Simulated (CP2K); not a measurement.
Consider carbon dioxide at its PBE geometry (Å).

```xyz
3

O    -1.1755    0.0907    0.0000
C     0.0000    0.0000    0.0000
O     1.1755   -0.0908    0.0000
```

Method: CP2K XAS_TDP, all-electron GAPW, PBEh(45%), aug-cc-pVTZ, TDA, GW2X-corrected core level, no relativity.

Predict the bright core excitations at the C K edge.

Leading lines: C2 291.86 eV. The leading line of an atom is its first one with 35 % of the strongest within 2.5 eV of its lowest line over the strength cut. Core ionisation energies at this level: C2 298.01 eV.

The first six lines of each atom with a strength over 0.0015:

```
              atom  energy (eV)  states  strength, one atom  above the computed threshold
C2 (bonded to 2 O)       291.86       2              0.1684                              
                         297.30       2              0.0039                              
                         301.28       1              0.0017                           yes
                         301.31       2              0.0036                           yes
                         304.71       2              0.0404                           yes
                         308.52       1              0.0292                           yes
```

Lines are vertical, at one geometry, with no vibrational structure. GW2X ionisation energies and lines can be off by 1 to 2 eV either way, and a good line position may hide errors that cancel. These values hold no scalar relativity, about 0.1 eV for C 1s. Rydberg lines, and the discretised continuum above threshold, depend on the basis and the box.

[Banner, clock and machine lines of the logs are left out without a mark of their own.]

[Logs are printed without paths, hosts, clocks, repeated set-up lines and the standing remarks that a program may print on its own settings, such as how far it seeks lower states.]

[Hosts, paths, dates, database ids (printed as entryN), source tags and the programs' standing remarks are cut or masked in the printed files.]
